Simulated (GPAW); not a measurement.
# Li/Rh(111): work function by functional and basis, part 2 of 2

Aim: the work function of both faces of Li/Rh(111), and its spread over functionals and bases.

GPAW 26.7.0; GPAW, PAW setups; slab in vacuum, relaxation (the session's first sound run).

So far, upper work function (eV): step 2 (relaxation, PBE, GPAW) 3.70; step 5 (self-consistent run: xc = "RPBE") 3.65; step 6 (OptPBE vdW: xc = "optPBE-vdW", GPAW, PAW setups, GPAW) 3.78; step 7 (self-consistent run: xc = "vdW-DF2", GPAW, PAW setups, GPAW) 3.77; step 8 (self-consistent run: xc = "revPBE") 3.65.

## 9. Real-space grid: mode = "fd"

A real-space grid is a second complete basis, so it checks the plane-wave result.

Input file run.py:

```python
import json
import numpy as np
from ase import Atoms
from gpaw import GPAW

slab = Atoms(
    ['Rh', 'Rh', 'Rh', 'Rh', 'Li'],
    positions=[
        [0.00000, 0.00000, 8.00000],
        [1.34350, 0.77567, 10.19393],
        [2.68701, 1.55134, 12.40739],
        [0.00000, 0.00000, 14.64847],
        [1.34350, 0.77567, 16.71739]],
    cell=[[2.68701, 0.0, 0.0], [1.3435, 2.32702, 0.0], [0.0, 0.0, 24.88989]],
    pbc=[True, True, False])

slab.calc = GPAW(mode='fd', h=0.18, xc='PBE', kpts={'size': (13, 13, 1), 'gamma': True},
                 occupations={'name': 'fermi-dirac', 'width': 0.1}, nbands='300%',
                 convergence={'density': 1e-05}, maxiter=200,
                 poissonsolver={'dipolelayer': 'xy'},
                 symmetry={'tolerance': 1e-3}, txt='slab.txt')
result = {}
energy = slab.get_potential_energy()
fermi = slab.calc.get_fermi_level()
v = slab.calc.get_electrostatic_potential().mean((0, 1)) - fermi
n = slab.calc.get_pseudo_density().mean((0, 1))
L = slab.cell[2, 2]
z = np.arange(len(v)) * L / len(v)
low, high = slab.positions[:, 2].min(), slab.positions[:, 2].max()
below, above = np.interp([low - 5.8, high + 5.8], z, v)
slopes = [np.interp(x, z, np.gradient(v, z)) for x in (low - 5.8, high + 5.8)]
eps = np.array([[slab.calc.get_eigenvalues(k, s) for k in range(len(slab.calc.get_ibz_k_points()))]
                for s in range(slab.calc.get_number_of_spins())]) - fermi
top, bottom = eps[eps < 0].max(), eps[eps > 0].min()
dipole = slab.get_dipole_moment()[2]
print(f'energy {energy:.4f} eV, Fermi level {fermi:.4f} eV, dipole {dipole:.5f} e A')
print(f'potential 5.8 A off the faces, from the Fermi level: lower {below:.4f} eV, upper {above:.4f} eV')
print(f'slope of the potential there: lower {slopes[0]:.5f}, upper {slopes[1]:.5f} eV/A')
print(f'nearest levels on the mesh: {top:.4f} and {bottom:.4f} eV')
print('magnetic moment', round(slab.get_magnetic_moment(), 3))
result.update(energy=energy, fermi=fermi, dipole=dipole, below=below, above=above, slopes=slopes, edges=[top, bottom],
              z=z.tolist(), v=v.tolist(), n=n.tolist(), positions=slab.positions.tolist(),
              forces=slab.get_forces(apply_constraint=False).tolist(), moments=slab.get_magnetic_moments().tolist())
json.dump(result, open('result.json', 'w'))
```

Command:

```console
$ OMP_NUM_THREADS=1 OPENBLAS_NUM_THREADS=1 python run.py
```

What it wrote:

```text
energy -30.3526 eV, Fermi level -4.4260 eV, dipole 0.05011 e A
potential 5.8 A off the faces, from the Fermi level: lower 5.1536 eV, upper 3.6982 eV
slope of the potential there: lower -0.00005, upper 0.00041 eV/A
nearest levels on the mesh: -0.0009 and 0.0003 eV
magnetic moment 0.0
```

Wall time 30 min (1 thread of Intel Xeon Platinum 8259CL at 2.50GHz (Skylake/Cascade Lake), shared host); peak memory 0.99 GiB.

Numbers from this step:

* dipole along the normal: 0.05011 e·Å
* levels nearest the Fermi level on the mesh: -8.76e-4, 2.51e-4 eV from the Fermi level
* upper work function: 3.698 eV
* lower work function: 5.154 eV

The electrostatic potential energy of an electron (without an applied field's), less the Fermi level, planar mean oscillates, so the rows of the table below give means over windows of 2.22 Å about each position, cut where the curve ends. Its maxima inside the range that stand out by 2 % of the span (Å: eV): 0.7: 5.15, 9.1: -0.628, 11.3: -0.647, 13.5: -0.291, 15.8: 0.745. Its minima: 8.0: -25.8, 10.2: -26.2, 12.4: -26.0, 14.7: -25.8, 16.8: -4.81.

Table of electrostatic potential energy of an electron (without an applied field's), less the Fermi level, planar mean by z; means over each step:

```tsv
z (Å)	electrostatic potential energy of an electron (without an applied field's), less the Fermi level, planar mean (eV)
1.11	5.14
3.33	5.15
5.55	4.85
7.77	-10.8
9.99	-11.7
12.21	-11.6
14.43	-11.3
16.65	-1.65
18.87	3.01
21.09	3.69
23.31	3.70
```

The upper face's work function is 3.698 eV, against 3.698 eV in the first plane-wave PBE run at this geometry.

## 10. Atomic orbitals: mode = "lcao"

Atom-centred orbitals end a few angstrom from the surface, which tests how much the density's tail matters.

Edit run.py of step 9 so:

```diff
@@ -16,4 +16,4 @@
 
-slab.calc = GPAW(mode='fd', h=0.18, xc='PBE', kpts={'size': (13, 13, 1), 'gamma': True},
-                 occupations={'name': 'fermi-dirac', 'width': 0.1}, nbands='300%',
+slab.calc = GPAW(mode='lcao', basis='dzp', h=0.18, xc='PBE', kpts={'size': (13, 13, 1), 'gamma': True},
+                 occupations={'name': 'fermi-dirac', 'width': 0.1}, nbands='120%',
                  convergence={'density': 1e-05}, maxiter=200,
```

What it wrote:

```text
energy -28.6830 eV, Fermi level -4.3523 eV, dipole 0.05644 e A
potential 5.8 A off the faces, from the Fermi level: lower 5.1716 eV, upper 3.5330 eV
slope of the potential there: lower -0.00003, upper -0.00000 eV/A
nearest levels on the mesh: -0.0060 and 0.0171 eV
magnetic moment 0.0
```

It took 54 min on 1 thread; peak memory 0.33 GiB.

This step gave:

| Quantity | Value |
| --- | --- |
| dipole along the normal | 0.05644 e·Å |
| levels nearest the Fermi level on the mesh | -0.005954, 0.01713 eV from the Fermi level |
| upper work function | 3.533 eV |
| lower work function | 5.172 eV |

The electrostatic potential energy of an electron (without an applied field's), less the Fermi level, planar mean oscillates, so the rows of the table below give means over windows of 2.22 Å about each position, cut where the curve ends. Its maxima inside the range that stand out by 2 % of the span (Å: eV): 1.2: 5.17, 9.1: -0.619, 11.3: -0.604, 13.5: -0.243, 15.8: 0.759. Its minima: 8.0: -25.9, 10.2: -26.2, 12.4: -26.0, 14.7: -25.9, 16.8: -4.89.

Electrostatic potential energy of an electron (without an applied field's), less the Fermi level, planar mean against z; means over each step:

z (Å), electrostatic potential energy of an electron (without an applied field's), less the Fermi level, planar mean (eV) and a bar from the least value:
```
     1.11        5.2 ##############################
     3.33        5.2 ##############################
     5.55        4.9 #############################
     7.77      -10.7 ##
     9.99      -11.7 
    12.21      -11.6 
    14.43      -11.2 #
    16.65       -1.7 ##################
    18.87        2.9 ##########################
    21.09        3.5 ###########################
    23.31        3.5 ###########################
```

The upper face's work function is 3.533 eV, against 3.698 eV in the first plane-wave PBE run at this geometry.

## 11. Cost and result by level

Times are for 1 thread of Intel Xeon Platinum 8259CL at 2.50GHz (Skylake/Cascade Lake), shared host. The runs compared:

```tsv
no.	run	upper work function (eV)	lower work function (eV)	time	memory (GiB)
1	pw	3.698	5.154	4.9 min	0.27
2	LDA	3.782	5.544	4.7 min	0.26
3	RPBE	3.651	4.978	4.7 min	0.27
4	optPBE vdW	3.779	5.309	5.2 min	0.39
5	vdW DF2	3.772	5.435	7.1 min	0.39
6	revPBE	3.649	5.003	5.5 min	0.27
7	fd	3.698	5.154	30 min	0.99
8	lcao	3.533	5.172	54 min	0.33
```

## 12. Side by side

Results and costs are gathered.

This step: comparison of work functions, dipole and cost (GPAW 26.7.0).

Ladder, by row:

```tsv
step	code	work function, upper (eV)	work function, lower (eV)	dipole (e Å)	wall time (s)	peak memory (GiB)	threads
pw	GPAW	3.698	5.154	0.05015	291.5	0.27	1
LDA	GPAW	3.782	5.544	0.0607	281.4	0.26	1
RPBE	GPAW	3.651	4.978	0.04571	281.9	0.27	1
optPBE-vdW	GPAW	3.779	5.309	0.05272	311.2	0.39	1
vdW-DF2	GPAW	3.772	5.435	0.05729	425.2	0.39	1
revPBE	GPAW	3.649	5.003	0.0466	332.4	0.27	1
fd	GPAW	3.698	5.154	0.05011	1817	0.99	1
lcao	GPAW	3.533	5.172	0.05644	3219	0.33	1
```

## 13. A changed run

One more run, with changed settings.

This step: GPAW, PAW setups; slab in vacuum (GPAW 26.7.0).

Edit run.py of step 10 so:

```diff
@@ -3,3 +3,3 @@
 from ase import Atoms
-from gpaw import GPAW
+from gpaw import GPAW, PW
 
@@ -16,5 +16,5 @@
 
-slab.calc = GPAW(mode='lcao', basis='dzp', h=0.18, xc='PBE', kpts={'size': (13, 13, 1), 'gamma': True},
-                 occupations={'name': 'fermi-dirac', 'width': 0.1}, nbands='120%',
-                 convergence={'density': 1e-05}, maxiter=200,
+slab.calc = GPAW(mode=PW(400), xc='PBE', kpts={'size': (13, 13, 1), 'gamma': True},
+                 occupations={'name': 'fermi-dirac', 'width': 0.1}, nbands='100%',
+                 convergence={'density': 1e-05}, maxiter=50,
                  poissonsolver={'dipolelayer': 'xy'},
```

What it wrote:

```text
gpaw.KohnShamConvergenceError
```

Elapsed: 3 min, on 1 thread; peak memory 0.2 GiB.

The run stopped without converging, so none of its numbers is a property of the system.

The fault put into the input: too few bands, under a cap of 50 iterations, which ended the run (nbands = "100 % of the filled bands").

## 14. Summary of results

```json
{
  "work function, upper and lower face": "3.698 and 5.154 eV",
  "dipole along the normal": "0.0502 e Å"
}
```

What this shows: With plane waves and PBE the work function is 3.70 eV on the upper face and 5.15 eV on the lower. The two faces differ by 1.5 eV, the step that the slab's dipole makes (e p/(ε0 A) gives 1.5 eV), so the dipole layer is needed. Over the sound runs of the table the upper face's work function spans 3.533 (lcao) to 3.782 eV (LDA). Atomic orbitals miss the plane-wave value by -0.16 eV, since they describe the tail of the density in the vacuum poorly. The cell of 6.25 Å² holds one Li, started on one chosen site; other sites and coverages weren't tried. The in-plane lattice was kept as typed, which isn't the functional's own and leaves some strain; spin-orbit coupling and temperature are left out.

[Logs are printed without paths, hosts, clocks, repeated set-up lines and the standing remarks that a program may print on its own settings, such as how far it seeks lower states.]

[Hosts, paths, dates, database ids (printed as entryN), source tags and the programs' standing remarks are cut or masked in the printed files.]
